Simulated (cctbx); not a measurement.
# NiBi2Ru3: solution and refinement

Cell a = 5.2540 Å, b = 5.2540 Å, c = 8.7950 Å, α = 90.00°, β = 90.00°, γ = 120.00°; space group P6_3/mmc (no. 194); content Bi4 Ru6 Ni2.

The data are simulated with cctbx, not measured: Mo Kα, λ = 0.71073 Å, to d = 0.8 Å, 95 % of the full sphere, strongest reflection 5000 counts, noise from counting, a 3 % proportional error and a noise floor of 4 counts (s.d.); no absorption, and some extinction, which the refinements don't model.

Charge flipping in P1 on normalised amplitudes to 0.8 Å, δ = 1.2 σ, 10 % of the reflections treated as weak, 600 cycles:

```text
cycle      R  skewness
    0  0.548     0.32
   50  0.366     2.89
  100  0.333     2.87
  150  0.351     2.82
  200  0.352     2.72
  250  0.357     2.87
  300  0.361     2.73
  350  0.358     2.79
  400  0.353     2.61
  450  0.348     2.87
  500  0.346     2.90
  550  0.349     2.72
origin shift          correlation  skewness
 0.406  0.243  0.327      0.814      0.48
 0.340  0.850  0.324      0.783      1.55
 0.422  0.757  0.325      0.815      0.83
 0.748  0.407 -0.003      0.776      1.70
taken: symmetry correlation 0.776, skewness 1.70
peak      x       y       z  mult  height/sigma
Q1    0.3333  0.6667  0.0725    4     10.6
Q2    0.1770  0.3541  0.7500    6      4.3
Q3    0.0000  0.0000  0.0000    2      2.4
Q4    0.0911  0.1822  0.1346   12      2.3
Q5    0.0753  0.5377  0.1084   12      2.2
Q6    0.1846  0.5923  0.6493   12      2.2
Q7    0.1337  0.5668  0.0050   12      2.0
Q8    0.2200  0.4400  0.1054   12      1.9
```

The origin is taken among those within 0.04 of the best correlation, by the skewness of the map.

Run time: 0.6 s on 1 thread of Arm Neoverse V2, on a shared host, peak memory 0.07 GiB.

Q: Assign the peaks.

Heights go roughly as Z and multiplicities must add up to the content. First model: Q1 = Bi1 (4 in the cell, height 10.6), Q2 = Ru1 (6 in the cell, height 4.3) and Q3 = Ni1 (2 in the cell, height 2.4). Against the true structure, Q1 is Bi, Q2 is Ru and Q3 is Ni; the other peaks are not atoms.

Least squares on F², isotropic:

```text
Rint 0.039, 107 unique reflections to 0.80 A
cycle     R1     wR2    GooF  max shift (A)
   1  0.1778  0.3738  20.685   0.04792
   2  0.0174  0.0367   2.029   0.00000
final R1 0.0174 wR2 0.0367 GooF 2.029  parameters 5  data/parameter 21.4
atom        x        y        z      Ueq    occ   su(xyz)  su(Uiso or U11)
Bi1    0.33333  0.66667  0.06705   0.0042  1.000  0.00006  0.0002
Ru1    0.17184  0.34369  0.75000   0.0062  1.000  0.00023  0.0003
Ni1    0.00000  0.00000  0.00000   0.0120  1.000  0.00000  0.0006
difference map: max 1.37 min -3.66 rms 0.40
Q1    0.0000  0.0000  0.0000    2    1.37  0.00 A from Ni1
Q2    0.0610  0.3389  0.7500   12    1.14  0.57 A from Ru1
Q3    0.1746  0.5873  0.5997   12    0.74  1.63 A from Bi1
Q4    0.2010  0.6005  0.0561   12    0.69  0.61 A from Bi1
Q5    0.2774  0.5547  0.1934   12    0.66  1.22 A from Bi1
```

Anisotropic refinement:

```text
Rint 0.039, 107 unique reflections to 0.80 A
cycle     R1     wR2    GooF  max shift (A)
   1  0.0174  0.0367   2.070   0.00018
   2  0.0120  0.0251   1.415   0.00000
final R1 0.0120 wR2 0.0251 GooF 1.415  parameters 9  data/parameter 11.9
atom        x        y        z      Ueq    occ   su(xyz)  su(Uiso or U11)
Bi1    0.33333  0.66667  0.06707   0.0042  1.000  0.00004  0.0002
Ru1    0.17185  0.34370  0.75000   0.0063  1.000  0.00016  0.0003
Ni1    0.00000  0.00000  0.00000   0.0124  1.000  0.00000  0.0007
difference map: max 0.72 min -1.55 rms 0.30
Q1    0.2037  0.5446  0.5935   24    0.76  1.56 A from Bi1
Q2    0.0695  0.1390  0.2500    6    0.66  1.36 A from Ru1
Q3    0.2495  0.4991  0.1950   12    0.49  1.36 A from Bi1
Q4    0.0635  0.1269  0.6747   12    0.43  1.19 A from Ru1
Q5    0.0409  0.2970  0.6319   24    0.40  1.20 A from Ru1
Q6    0.1184  0.3832  0.0173   24    0.36  1.42 A from Bi1
```

**Reading.** The refinement ends at R1 = 0.0120, wR2 = 0.0251, GooF = 1.42, with difference density between -1.55 and 0.72 e/Å³. Every site matches the true model in element, within 0.001 Å r.m.s., up to an allowed shift of origin.

True model:

| atom | mult. | x | y | z | Ueq (Å²) |
| --- | --- | --- | --- | --- | --- |
| Bi1 | 4 | 1/3 | 2/3 | 0.0670 | 0.0053 |
| Ru1 | 6 | 0.6563 | 0.8282 | 3/4 | 0.0073 |
| Ni1 | 2 | 0 | 0 | 0 | 0.0132 |

The model is made up (kin elements in a known structure type, no relaxation), so it says nothing on whether the phase exists.

[Middle refinement cycles are left out of these outputs.]

[Logs are printed without paths, hosts, clocks, repeated set-up lines and the standing remarks that a program may print on its own settings, such as how far it seeks lower states.]
